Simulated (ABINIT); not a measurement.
# A GW chain in ABINIT: K2LiAlH6 (Fm-3m), part 2 of 3

How does a plane-wave GW calculation on K2LiAlH6 (Fm-3m) run from the first input to the gap?

ABINIT 10.8.3; LDA and many-body steps on it, plane waves. Known limits of the many-body steps: not at the basis limit; coarse k mesh.

So far. Step 2 (Ground state): The gap is indirect, with the least direct gap 0.57 eV higher.

## 3. Bands along the symmetry lines

Level of this step: DFT, LDA, plane waves, norm-conserving pseudopotentials (ABINIT).

Levels along a band path, at the cheap level, show where the edges lie and whether the meshes to come will hold them.

Contents of run.abi:

```
acell 3*1.0 Angstrom
rprim 
  -0.000000000000 3.880349530400 3.880349530400
  3.880349530400 0.000000000000 3.880349530400
  3.880349530400 3.880349530400 0.000000000000
ntypat 4
znucl 19 3 13 1
natom 10
typat 1 1 2 3 4 4 4 4 4 4
xred 
  0.750000000000 0.750000000000 0.750000000000
  0.250000000000 0.250000000000 0.250000000000
  0.500000000000 0.500000000000 0.500000000000
  0.000000000000 -0.000000000000 -0.000000000000
  0.772107360000 0.227892640000 0.227892640000
  0.772107360000 0.227892640000 0.772107360000
  0.227892640000 0.772107360000 0.772107360000
  0.227892640000 0.772107360000 0.227892640000
  0.227892640000 0.227892640000 0.772107360000
  0.772107360000 0.772107360000 0.227892640000
pp_dirpath "pseudos"
pseudos "K.upf, Li.upf, Al.upf, H.upf"
ecut 33
iscf -2
irdden 1
kptopt 0
nkpt 26
kpt 
  0.00000000 0.00000000 0.00000000
  0.12500000 0.00000000 0.12500000
  0.25000000 0.00000000 0.25000000
  0.37500000 0.00000000 0.37500000
  0.50000000 0.00000000 0.50000000
  0.53125000 0.06250000 0.53125000
  0.56250000 0.12500000 0.56250000
  0.59375000 0.18750000 0.59375000
  0.62500000 0.25000000 0.62500000
  0.37500000 0.37500000 0.75000000
  0.28125000 0.28125000 0.56250000
  0.18750000 0.18750000 0.37500000
  0.09375000 0.09375000 0.18750000
  0.00000000 0.00000000 0.00000000
  0.12500000 0.12500000 0.12500000
  0.25000000 0.25000000 0.25000000
  0.37500000 0.37500000 0.37500000
  0.50000000 0.50000000 0.50000000
  0.50000000 0.43750000 0.56250000
  0.50000000 0.37500000 0.62500000
  0.50000000 0.31250000 0.68750000
  0.50000000 0.25000000 0.75000000
  0.50000000 0.18750000 0.68750000
  0.50000000 0.12500000 0.62500000
  0.50000000 0.06250000 0.56250000
  0.50000000 0.00000000 0.50000000
istwfk *1
nband 22
nbdbuf 2
tolwfr 1e-08
nstep 40
prtwf 0
prtvol 0
indata_prefix "in"
outdata_prefix "out"
tmpdata_prefix "tmp"
```

Run with:

```bash
> OMP_NUM_THREADS=1 mpirun -n 4 abinit run.abi > log
```

Numbers of over 12 decimals in the logs are rounded to 6 here.

Log:

```text
.Version 10.8.3 of ABINIT. v10.8.2 released Aug 2026.

 Symmetries : space group Fm -3 m (#225); Bravais cF (face-center cubic)
[... echo of the input left out ...]
== DATASET  1 ==================================================================
-   mpi_nproc: 4, omp_nthreads: 1 (-1 if OMP is not activated)

--- !DatasetInfo
iteration_state: {dtset: 1, }
dimensions: {natom: 10, nkpt: 26, mband: 22, nsppol: 1, nspinor: 1, nspden: 1, mpw: 7171, }
cutoff_energies: {ecut:  33.0, pawecutdg:  -1.0, }
electrons: {nelect:   3.00000000E+01, charge:   0.00000000E+00, occopt:   1.00000000E+00, tsmear:   1.00000000E-02, }

 Real(R)+Recip(G) space primitive vectors, cartesian coordinates (Bohr,Bohr^-1):
 R(1)=  0.0000000  7.3327979  7.3327979  G(1)= -0.0681868  0.0681868  0.0681868
 R(2)=  7.3327979  0.0000000  7.3327979  G(2)=  0.0681868 -0.0681868  0.0681868
 R(3)=  7.3327979  7.3327979  0.0000000  G(3)=  0.0681868  0.0681868 -0.0681868
 Unit cell volume ucvol=  7.8856798E+02 bohr^3
 Angles (23,13,12)=  6.00000000E+01  6.00000000E+01  6.00000000E+01 degrees

 getcut: wavevector=  0.0000  0.0000  0.0000  ngfft=  54  54  54
         ecut(hartree)=     33.000   => boxcut(ratio)=   2.01435

--- Pseudopotential description ------------------------------------------------
- K Generated using ONCVPSP code by D. R. Hamann
- 19.00000   9.00000  180309                  znucl, zion, pspdat
12 -1012 2 -1 2170                            pspcod,pspxc,lmax,lloc,mmax
     nproj     2     2     2
  pspatm : epsatm=    8.21740868
         --- l  ekb(1:nproj) -->
             0   10.940065    0.829722
             1    4.437415    0.568178
             2   -3.386874   -1.066382
 pspatm: atomic psp has been read  and splines computed

- Li Generated using ONCVPSP code by D. R. Hamann
-  3.00000   3.00000  180309                  znucl, zion, pspdat
12 -1012 1 -1 1944                            pspcod,pspxc,lmax,lloc,mmax
     nproj     2     2     0
  pspatm : epsatm=    2.61415252
         --- l  ekb(1:nproj) -->
[...]
pspatm: atomic psp has been read  and splines computed

- Al Generated using ONCVPSP code by D. R. Hamann
- 13.00000   3.00000  180309                  znucl, zion, pspdat
12 -1012 2 -1 1854                            pspcod,pspxc,lmax,lloc,mmax
     nproj     2     2     2
  pspatm : epsatm=    0.57439143
         --- l  ekb(1:nproj) -->
[...]
pspatm: atomic psp has been read  and splines computed

- H Generated using ONCVPSP code by D. R. Hamann
-  1.00000   1.00000  180309                  znucl, zion, pspdat
12 -1012 1 -1 1180                            pspcod,pspxc,lmax,lloc,mmax
     nproj     2     1     0
  pspatm : epsatm=    0.35439867
         --- l  ekb(1:nproj) -->
[...]
1   -0.275071
 pspatm: atomic psp has been read  and splines computed

[...]
Non-SCF case, kpt   26 (  0.50000  0.00000  0.50000), residuals and eigenvalues=
[...]
--- !ResultsGS
iteration_state: {dtset: 1, }
comment   : Summary of ground state results
lattice_vectors:
- [ -0.0000000,   7.3327979,   7.3327979, ]
- [  7.3327979,   0.0000000,   7.3327979, ]
- [  7.3327979,   7.3327979,   0.0000000, ]
lattice_lengths: [  10.37014,   10.37014,   10.37014, ]
lattice_angles: [ 60.000,  60.000,  60.000, ] # degrees, (23, 13, 12)
lattice_volume:   7.8856798E+02
convergence: {deltae:  0.000E+00, res2:  0.000E+00, residm:  9.967E-09, diffor:  0.000E+00, }
etotal    :  -7.28856105E+01
entropy   :   0.00000000E+00
fermie    :   8.08655080E-02
cartesian_stress_tensor: null
pressure_GPa: null
xred      :
- [  7.5000E-01,   7.5000E-01,   7.5000E-01,  K]
- [  2.5000E-01,   2.5000E-01,   2.5000E-01,  K]
- [  5.0000E-01,   5.0000E-01,   5.0000E-01, Li]
- [  0.0000E+00,   0.0000E+00,   0.0000E+00, Al]
- [  7.7211E-01,   2.2789E-01,   2.2789E-01,  H]
- [  7.7211E-01,   2.2789E-01,   7.7211E-01,  H]
- [  2.2789E-01,   7.7211E-01,   7.7211E-01,  H]
- [  2.2789E-01,   7.7211E-01,   2.2789E-01,  H]
- [  2.2789E-01,   2.2789E-01,   7.7211E-01,  H]
- [  7.7211E-01,   7.7211E-01,   2.2789E-01,  H]
cartesian_forces: null
force_length_stats: {min: null, max: null, mean: null, }

 Integrated electronic density in atomic spheres:
 ------------------------------------------------
 Atom  Sphere_radius  Integrated_density
[...]
================================================================================

 ----iterations are completed or convergence reached----

 Mean square residual over all n,k,spin=   61.568E-10; max=  99.673E-10
 reduced coordinates (array xred) for   10 atoms
[...]
0.227892640000      0.227892640000      0.772107360000
       0.772107360000      0.772107360000      0.227892640000

 cartesian coordinates (angstrom) at end:
[...]
9      3.880350     3.880350     1.768606
   10      3.880350     3.880350     5.992093
 length scales=  1.889726125908  1.889726125908  1.889726125908 bohr
              =  1.000000000000  1.000000000000  1.000000000000 angstroms
 prteigrs : about to open file out_EIG
 Eigenvalues (hartree) for nkpt=  26  k points:
 kpt#   1, nband= 22, wtk=  1.00000, kpt=  0.0000  0.0000  0.0000 (reduced coord)
[...]
kpt#   2, nband= 22, wtk=  1.00000, kpt=  0.1250  0.0000  0.1250 (reduced coord)
[...]
kpt#   3, nband= 22, wtk=  1.00000, kpt=  0.2500  0.0000  0.2500 (reduced coord)
[...]
kpt#  25, nband= 22, wtk=  1.00000, kpt=  0.5000  0.0625  0.5625 (reduced coord)
[...]
0.25614    0.25795    0.28235    0.30096    0.31658    0.32449
 kpt#  26, nband= 22, wtk=  1.00000, kpt=  0.5000  0.0000  0.5000 (reduced coord)
  -1.54991   -0.97863   -0.97793   -0.39190   -0.38810   -0.38810   -0.37685   -0.37685
  -0.37581   -0.13534   -0.05051   -0.01700   -0.01700   -0.00075    0.08087    0.20465
   0.25459    0.25459    0.28333    0.31459    0.31816    0.32307

== END DATASET(S) ==============================================================
================================================================================

 -outvars: echo values of variables after computation  --------
            nband          22
             nkpt          26
          spgroup         225
 [... the other variables as echoed above ...]

 Calculation completed.
```

Run time: 54 s. Hardware: 4 MPI ranks of Arm Neoverse N1, shared host; peak memory 0.38 GiB; 3.6 min of CPU time.

This step gave:

* gap: 2.154 eV
* k of the valence top: 0.5, 0, 0.5
* k of the conduction bottom: 0, 0, 0
* least direct gap: 2.726 eV

The gap is 2.154 eV, as in the run before at this level.

The electronic bands at the labelled points (eV, zero at the top of the highest filled band):

```
    point  band 12  band 13  band 14  band 15  band 16  band 17  band 18  band 19
        Γ    -2.94    -2.94    -0.57    -0.57     2.15     5.14     5.14     5.14
  halfway    -2.80    -2.80    -1.45    -0.31     3.39     4.34     4.94     4.94
        X    -2.66    -2.66    -2.22     0.00     3.37     4.73     4.73     5.51
  halfway    -2.85    -2.63    -2.04    -0.17     3.52     4.70     5.02     5.49
        U    -3.14    -2.54    -1.73    -0.57     3.86     4.69     5.27     5.44
jump to K    -3.14    -2.54    -1.73    -0.57     3.86     4.69     5.27     5.44
  halfway    -2.88    -2.55    -1.13    -0.79     3.23     4.78     4.86     5.22
        Γ    -2.94    -2.94    -0.57    -0.57     2.15     5.14     5.14     5.14
  halfway    -2.71    -2.71    -0.85    -0.85     2.84     4.42     5.31     5.72
        L    -2.41    -2.41    -1.19    -1.19     2.95     3.96     5.85     5.85
  halfway    -2.80    -2.52    -1.35    -0.99     3.67     4.53     5.05     5.34
        W    -3.15    -2.90    -1.42    -0.80     4.42     4.42     5.36     5.36
  halfway    -2.81    -2.81    -1.87    -0.32     3.67     4.90     5.06     5.26
        X    -2.66    -2.66    -2.22     0.00     3.37     4.73     4.73     5.51
```

## 4. Empty states on the mesh, 2×2×2 mesh, 100 bands

The sums over transitions need many empty states on a uniform mesh; this step solves for them.

Contents of run.abi:

```
acell 3*1.0 Angstrom
rprim 
  -0.000000000000 3.880349530400 3.880349530400
  3.880349530400 0.000000000000 3.880349530400
  3.880349530400 3.880349530400 0.000000000000
ntypat 4
znucl 19 3 13 1
natom 10
typat 1 1 2 3 4 4 4 4 4 4
xred 
  0.750000000000 0.750000000000 0.750000000000
  0.250000000000 0.250000000000 0.250000000000
  0.500000000000 0.500000000000 0.500000000000
  0.000000000000 -0.000000000000 -0.000000000000
  0.772107360000 0.227892640000 0.227892640000
  0.772107360000 0.227892640000 0.772107360000
  0.227892640000 0.772107360000 0.772107360000
  0.227892640000 0.772107360000 0.227892640000
  0.227892640000 0.227892640000 0.772107360000
  0.772107360000 0.772107360000 0.227892640000
pp_dirpath "pseudos"
pseudos "K.upf, Li.upf, Al.upf, H.upf"
ecut 33
ngkpt 2 2 2
nshiftk 1
shiftk 0 0 0
kptopt 1
chksymbreak 0
iscf -2
irdden 1
istwfk *1
nband 100
nbdbuf 8
tolwfr 1e-09
nstep 60
prtvol 0
indata_prefix "in"
outdata_prefix "out"
tmpdata_prefix "tmp"
```

Log:

```text
.Version 10.8.3 of ABINIT. v10.8.2 released Aug 2026.

 Symmetries : space group Fm -3 m (#225); Bravais cF (face-center cubic)
[... echo of the input left out ...]
== DATASET  1 ==================================================================
-   mpi_nproc: 4, omp_nthreads: 1 (-1 if OMP is not activated)
-    --> not optimal distribution: autoparal keyword recommended in input file <--

--- !DatasetInfo
iteration_state: {dtset: 1, }
dimensions: {natom: 10, nkpt: 3, mband: 100, nsppol: 1, nspinor: 1, nspden: 1, mpw: 7144, }
cutoff_energies: {ecut:  33.0, pawecutdg:  -1.0, }
electrons: {nelect:   3.00000000E+01, charge:   0.00000000E+00, occopt:   1.00000000E+00, tsmear:   1.00000000E-02, }

 Real(R)+Recip(G) space primitive vectors, cartesian coordinates (Bohr,Bohr^-1):
 R(1)=  0.0000000  7.3327979  7.3327979  G(1)= -0.0681868  0.0681868  0.0681868
 R(2)=  7.3327979  0.0000000  7.3327979  G(2)=  0.0681868 -0.0681868  0.0681868
 R(3)=  7.3327979  7.3327979  0.0000000  G(3)=  0.0681868  0.0681868 -0.0681868
 Unit cell volume ucvol=  7.8856798E+02 bohr^3
 Angles (23,13,12)=  6.00000000E+01  6.00000000E+01  6.00000000E+01 degrees

 getcut: wavevector=  0.0000  0.0000  0.0000  ngfft=  54  54  54
         ecut(hartree)=     33.000   => boxcut(ratio)=   2.01435

--- Pseudopotential description ------------------------------------------------
- K Generated using ONCVPSP code by D. R. Hamann
- 19.00000   9.00000  180309                  znucl, zion, pspdat
12 -1012 2 -1 2170                            pspcod,pspxc,lmax,lloc,mmax
     nproj     2     2     2
  pspatm : epsatm=    8.21740868
         --- l  ekb(1:nproj) -->
             0   10.940065    0.829722
             1    4.437415    0.568178
             2   -3.386874   -1.066382
 pspatm: atomic psp has been read  and splines computed

- Li Generated using ONCVPSP code by D. R. Hamann
-  3.00000   3.00000  180309                  znucl, zion, pspdat
12 -1012 1 -1 1944                            pspcod,pspxc,lmax,lloc,mmax
     nproj     2     2     0
  pspatm : epsatm=    2.61415252
         --- l  ekb(1:nproj) -->
[...]
pspatm: atomic psp has been read  and splines computed

- Al Generated using ONCVPSP code by D. R. Hamann
- 13.00000   3.00000  180309                  znucl, zion, pspdat
12 -1012 2 -1 1854                            pspcod,pspxc,lmax,lloc,mmax
     nproj     2     2     2
  pspatm : epsatm=    0.57439143
         --- l  ekb(1:nproj) -->
[...]
pspatm: atomic psp has been read  and splines computed

- H Generated using ONCVPSP code by D. R. Hamann
-  1.00000   1.00000  180309                  znucl, zion, pspdat
12 -1012 1 -1 1180                            pspcod,pspxc,lmax,lloc,mmax
     nproj     2     1     0
  pspatm : epsatm=    0.35439867
         --- l  ekb(1:nproj) -->
[...]
1   -0.275071
[...]
3.21E-08  6.96E-08  5.29E-06  8.98E-06
 -1.5499E+00 -9.7939E-01 -9.7726E-01 -3.8517E-01 -3.8517E-01 -3.8517E-01
 -3.7803E-01 -3.7803E-01 -3.7803E-01 -1.7227E-01 -2.6998E-02 -2.6998E-02
 -2.6998E-02  5.9855E-02  5.9855E-02  1.6004E-01  2.6981E-01  2.6981E-01
[...]
1.4336E+00  1.4336E+00  1.4416E+00  1.4416E+00  1.4416E+00  1.4575E+00
  1.4575E+00  1.5027E+00  1.5027E+00  1.5027E+00  1.5103E+00  1.5223E+00
  1.5223E+00  1.5223E+00  1.5748E+00  1.5750E+00
 prteigrs : prtvol=0 or 1, do not print more k-points.

--- !ResultsGS
iteration_state: {dtset: 1, }
comment   : Summary of ground state results
lattice_vectors:
- [ -0.0000000,   7.3327979,   7.3327979, ]
- [  7.3327979,   0.0000000,   7.3327979, ]
- [  7.3327979,   7.3327979,   0.0000000, ]
lattice_lengths: [  10.37014,   10.37014,   10.37014, ]
lattice_angles: [ 60.000,  60.000,  60.000, ] # degrees, (23, 13, 12)
lattice_volume:   7.8856798E+02
convergence: {deltae:  0.000E+00, res2:  0.000E+00, residm:  9.962E-10, diffor:  0.000E+00, }
etotal    :  -7.28856105E+01
entropy   :   0.00000000E+00
fermie    :   8.08655080E-02
cartesian_stress_tensor: null
pressure_GPa: null
xred      :
- [  7.5000E-01,   7.5000E-01,   7.5000E-01,  K]
- [  2.5000E-01,   2.5000E-01,   2.5000E-01,  K]
- [  5.0000E-01,   5.0000E-01,   5.0000E-01, Li]
- [  0.0000E+00,   0.0000E+00,   0.0000E+00, Al]
- [  7.7211E-01,   2.2789E-01,   2.2789E-01,  H]
- [  7.7211E-01,   2.2789E-01,   7.7211E-01,  H]
- [  2.2789E-01,   7.7211E-01,   7.7211E-01,  H]
- [  2.2789E-01,   7.7211E-01,   2.2789E-01,  H]
- [  2.2789E-01,   2.2789E-01,   7.7211E-01,  H]
- [  7.7211E-01,   7.7211E-01,   2.2789E-01,  H]
cartesian_forces: null
force_length_stats: {min: null, max: null, mean: null, }

 Integrated electronic density in atomic spheres:
 ------------------------------------------------
 Atom  Sphere_radius  Integrated_density
[...]
================================================================================

 ----iterations are completed or convergence reached----

 Mean square residual over all n,k,spin=   48.344E-11; max=  99.616E-11
 reduced coordinates (array xred) for   10 atoms
[...]
0.227892640000      0.227892640000      0.772107360000
       0.772107360000      0.772107360000      0.227892640000

 cartesian coordinates (angstrom) at end:
    1      5.820524     5.820524     5.820524
[...]
10      3.880350     3.880350     5.992093
 length scales=  1.889726125908  1.889726125908  1.889726125908 bohr
              =  1.000000000000  1.000000000000  1.000000000000 angstroms
 prteigrs : about to open file out_EIG
 Eigenvalues (hartree) for nkpt=   3  k points:
 kpt#   1, nband=100, wtk=  0.12500, kpt=  0.0000  0.0000  0.0000 (reduced coord)
[...]
1.29553    1.32740    1.40370    1.43364    1.43364    1.43364    1.44157    1.44157
   1.44157    1.45747    1.45747    1.50270    1.50270    1.50270    1.51033    1.52230
   1.52230    1.52230    1.57479    1.57501
 prteigrs : prtvol=0 or 1, do not print more k-points.

== END DATASET(S) ==============================================================
================================================================================

 -outvars: echo values of variables after computation  --------
            nband         100
             nkpt           3
          spgroup         225
 [... the other variables as echoed above ...]

 Calculation completed.
```

Wall time 45 s (4 MPI ranks); peak memory 0.36 GiB; 3 min of CPU time.

Numbers from this step:

| Quantity | Value |
| --- | --- |
| gap | 2.154 eV |
| k of the valence top | 0.5, 0.5, 0 |
| k of the conduction bottom | 0, 0, 0 |
| least direct gap | 2.726 eV |
| k points computed | 3 |
| lowest point of the top converged band, above the valence top | 36.80 eV |

On this mesh the gap is 2.154 eV.

## 5. Screening, 2×2×2 mesh, 92 bands, screening to 106.1 eV

The RPA dielectric matrix is built and inverted for each q.

This step: RPA screening on LDA, plane waves, norm-conserving pseudopotentials.

run.abi: that of step 4 with these lines changed.

```diff
@@ -28,10 +28,11 @@
 chksymbreak 0
-iscf -2
-irdden 1
 istwfk *1
-nband 100
-nbdbuf 8
-tolwfr 1e-09
-nstep 60
-prtvol 0
+occopt 1
+irdwfk 1
+optdriver 3
+nband 92
+ecuteps 3.9
+inclvkb 2
+awtr 1
+symchi 1
 indata_prefix "in"
```

Log:

```text
.Version 10.8.3 of ABINIT. v10.8.2 released Aug 2026.

 Symmetries : space group Fm -3 m (#225); Bravais cF (face-center cubic)
[... echo of the input left out ...]
== DATASET  1 ==================================================================
-   mpi_nproc: 4, omp_nthreads: 1 (-1 if OMP is not activated)

--- !DatasetInfo
iteration_state: {dtset: 1, }
dimensions: {natom: 10, nkpt: 3, mband: 92, nsppol: 1, nspinor: 1, nspden: 1, mpw: 7144, }
cutoff_energies: {ecut:  33.0, pawecutdg:  -1.0, }
electrons: {nelect:   3.00000000E+01, charge:   0.00000000E+00, occopt:   1.00000000E+00, tsmear:   1.00000000E-02, }

 SCREENING: Calculation of the susceptibility and dielectric matrices

 Based on a program developped by R.W. Godby, V. Olevano, G. Onida, and L. Reining.
 Incorporated in ABINIT by V. Olevano, G.-M. Rignanese, and M. Torrent.
.Using double precision arithmetic ; gwpc =  8

[... cell and pseudopotentials left out ...]
--------------------------------------------------------------------------------

 ==== K-mesh for the wavefunctions ====
 Number of points in the irreducible wedge :     3
[... list of points left out ...]
 Together with 48 symmetry operations and time-reversal symmetry
 yields     8 points in the full Brillouin Zone.

 ==== Q-mesh for the screening function ====
 Number of points in the irreducible wedge :     3
[... list of points left out ...]
 Together with 48 symmetry operations and time-reversal symmetry
 yields     8 points in the full Brillouin Zone.

 setmesh: FFT mesh size selected  =    36x   36x   36
          total number of points  =        46656

 vcoul_init : cutoff-mode = AUXILIARY_FUNCTION
 q-points for optical limit:   1
     1)      0.000010    0.000020    0.000030

- screening: taking advantage of time-reversal symmetry
- Maximum band index for partially occupied states nbvw = 15
- Remaining bands to be divided among processors   nbcw = 77
- Number of bands treated by each node ~19

 Number of electrons calculated from density =   30.0000; Expected =   30.0000
 average of density, n =  0.038044
 r_s =    1.8445
 omega_plasma =   18.8147 [eV]

 calculating chi0 at frequencies [eV] :
  1    0.000000E+00    0.000000E+00
  2    0.000000E+00    1.881467E+01

--------------------------------------------------------------------------------
  q-point number  1        q = ( 0.000000, 0.000000, 0.000000) [r.l.u.]
--------------------------------------------------------------------------------
[... chi0 elements left out ...]
 For q-point:  0.000010 0.000020 0.000030
  dielectric constant =   4.2389
  dielectric constant without local fields =   4.8302

  Average fulfillment of the sum rule on Im[epsilon] for q-point    1 :     60.35  [%]
[... wings left out ...]
  q-point number  2        q = ( 0.500000, 0.000000, 0.000000) [r.l.u.]
--------------------------------------------------------------------------------
[... chi0 elements left out ...]
  Average fulfillment of the sum rule on Im[epsilon] for q-point    2 :     66.69  [%]

 [... 1 further q-points ...]
```

Wall time 18 s (4 MPI ranks); peak memory 1 GiB.

This step gave:

```yaml
eps_infinity_with_local_fields_on_this_mesh_along_the_program_s_q_direction: 4.239
the_same_without_local_fields: 4.830
plasma_frequency: 18.81 eV
plane_waves_in_the_screening_matrix: 283
```

Local fields lower ε∞ by 12 %. On a Γ-centred mesh this coarse the value itself is usually too large, while a short band sum pulls it down.

(Part 2 of 3 ends here.)

[Paths, hosts, dates, memory and timing lines, banners, echoed tables and standing remarks are left out of the program output.]

[Logs are printed without paths, hosts, clocks, repeated set-up lines and the standing remarks that a program may print on its own settings, such as how far it seeks lower states.]

[Runs of the session that timed out or met a known fault of the program may be left out.]

[Hosts, paths, dates, database ids (printed as entryN), source tags and the programs' standing remarks are cut or masked in the printed files.]

[G0W0 gaps are taken among the corrected bands and points alone; a level outside them can change the order at an edge.]

[Where Ansatz stands beside ABINIT at settings called matched, ABINIT's density can come from a denser mesh and the files from another edition; pairs whose starting gaps differed by over 0.03 eV were left out, so agreement reads better than it is.]
